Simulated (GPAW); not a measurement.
Consider BeNi (Pm-3m).

```
Ni Be
1.0
     2.58700    0.00000    0.00000
     0.00000    2.58700    0.00000
     0.00000    0.00000    2.58700
Ni Be
1 1
Direct
  0.50000 0.50000 0.50000
  0.00000 0.00000 0.00000
```

Absorber: atom 1, with 8 Be at 2.24 Å and 6 Ni at 2.59 Å (cube and octahedron, as in bcc, site symmetry m-3m). Method: GPAW, LDA, excited-electron core hole (neutral cell), 32-atom cell with 7.3 Å between holes, 4×4×4 k points, dipole transitions, Gaussian full width 1.44 eV up to 4 eV, rising linearly to 3.5 eV at 25 eV.

**Question.** What does the Ni K edge look like?

Main maxima up to 30 eV above the zero (height): 1.2 eV (0.83), 6.4 eV (0.97), 9.1 eV (0.91) and 22.2 eV (2.06). A K edge sees empty p states, which here mix into the lowest empty bands, so that weight starts at the zero. The total-energy difference is 8312.21 eV. The tabulated edge of the element is 8333 eV. The functional leaves an error in such absolute values: in the free atom LDA prices this hole 17.6 eV below PBE (computed apart), and PBE is itself good to a few eV.

The Ni K spectrum (energy from the lowest empty level; intensity scaled to a mean of 1 over the first 20 eV):

```csv
E (eV),intensity
-2.0,0.00
-1.0,0.03
0.0,0.37
1.0,0.82
2.0,0.78
3.0,0.54
4.0,0.40
5.0,0.60
6.0,0.93
7.0,0.89
8.0,0.79
9.0,0.91
10.0,0.82
11.0,0.78
12.0,0.81
13.0,0.83
14.0,0.96
15.0,1.20
16.0,1.42
17.0,1.57
18.0,1.79
19.0,1.96
20.0,1.97
21.0,1.99
22.0,2.06
23.0,2.00
24.0,1.75
25.0,1.39
26.0,1.06
27.0,0.84
28.0,0.76
29.0,0.79
30.0,0.84
31.0,0.91
32.0,0.96
```

The hole lies in one spin channel, while the script sums the empty states of both and takes the lower zero; where the two channels are split, this blurs and shifts the curve. Quadrupole 1s→3d transitions, which feed the pre-edge, are not in the dipole spectrum. The starting moments shrank to 0.00 μB or less, so this is hardly a magnetic state. The mesh is coarse (0.30 Å⁻¹ between points), so small maxima may be mesh ripples. Lifetime broadening is put in by hand, and intensities beyond about 20 eV depend on it and on the partial waves. The structure is a computed Materials Project entry and may be a hypothetical form.

[Banner, clock and machine lines of the logs are left out without a mark of their own.]

[Logs are printed without paths, hosts, clocks, repeated set-up lines and the standing remarks that a program may print on its own settings, such as how far it seeks lower states.]

[Hosts, paths, dates, database ids (printed as entryN), source tags and the programs' standing remarks are cut or masked in the printed files.]

[Lists of maxima count a maximum above −3 eV only where it reaches 4 % of the highest in the window and stands out from its surroundings by 2 % of it (1.5 % where it reaches 55 %); shoulders and weaker maxima are passed over, and of the rest the first, up to two pre-edge ones and the few strongest are named.]
